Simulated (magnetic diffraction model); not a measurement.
**Moment size from magnetic intensity in Yb2ErLuS6**

Space group P2_1/m (no. 11), a = 11.0120 Å, b = 4.0860 Å, c = 11.3020 Å, β = 103.20°.

```csv
site,atom,x,y,z
2e,Lu,0.0331,3/4,0.2047
2e,Yb,0.5798,3/4,0.6765
2e,Yb,0.3409,3/4,0.9472
2e,Er,0.1803,3/4,0.5371
2e,S,0.9563,3/4,0.6180
2e,S,0.7443,3/4,0.2652
2e,S,0.6175,3/4,0.3857
2e,S,0.5729,3/4,0.9093
2e,S,0.2733,3/4,0.3215
2e,S,0.0817,3/4,0.9605
```

This is a made-up structure (elements placed in a structure type, unrelaxed), so the numbers test the method and describe no known phase.

Only Yb and Er are taken to order (form factors of Yb3+ and Er3+); orders and moment sizes are assumed, and not adapted to the symmetry. Radiation: neutrons of λ = 2.0775 Å, 5° to 40°; isotropic B of 0.1 Å² (Lu), 0.1 Å² (Yb), 0.1 Å² (Er) and 0.15 Å² (S). Simulated constant-wavelength pattern: nuclear and magnetic terms add, the magnetic one as |2.695 fm × Σ f S⊥ exp(2πi Q·r) exp(−B s²)|², summed over all Q at one angle with the factor 1/(sin²θ cos θ). For collinear order S is the moment m, which repeats by lattice and centring translations R with the sign exp(−2πi k·R). Free-ion form factors, Sears's scattering lengths of 1992, no absorption; a label names one of the reflections at its angle. The strongest nuclear line in the range is 100, and lines under 0.2 are left out.

In a first state the assumed order is k = (0 0 0), collinear moments along [111], 2.3 μB on Yb and 6.9 μB on Er; signs + at (0.5798, 3/4, 0.6765), + at (0.4202, 1/4, 0.3235), + at (0.3409, 3/4, 0.9472), + at (0.6591, 1/4, 0.0528), − at (0.1803, 3/4, 0.5371), + at (0.8197, 1/4, 0.4629), with this pattern:

```tsv
2θ (°)	index	nuclear	magnetic
10.83	(0 0 1)	0.0	8.4
11.12	(1 0 0)	35.9	110.1
13.65	(1 0 -1)	1.3	95.1
17.25	(1 0 1)	4.1	7.5
21.77	(0 0 2)	1.6	5.2
22.08	(1 0 -2)	10.2	22.6
22.35	(2 0 0)	2.1	15.1
22.51	(2 0 -1)	1.1	45.0
26.72	(1 0 2)	6.1	5.6
27.08	(2 0 1)	3.0	2.1
27.50	(2 0 -2)	0.2	36.2
29.45	(0 1 0)	0.0	29.2
31.47	(0 1 1)	8.8	52.9
31.57	(1 1 0)	19.7	9.2
32.23	(1 0 -3)	100.0	11.7
32.59	(1 1 -1)	9.7	18.5
```
(The table stops after 16 lines; 13 more lie at higher angle.)

**Question.** Nearer the ordering temperature the line at 11.12° has total intensity 89.9 on the same scale, and all moments have shrunk alike. How large is the Yb moment?

The nuclear part, 35.9, stays, so the magnetic part is 54.0 against 110.1. It goes as m², so m = 2.3 × √(54.0/110.1) = 1.61 μB; the value used was 1.61 μB.

[Logs are printed without paths, hosts, clocks, repeated set-up lines and the standing remarks that a program may print on its own settings, such as how far it seeks lower states.]
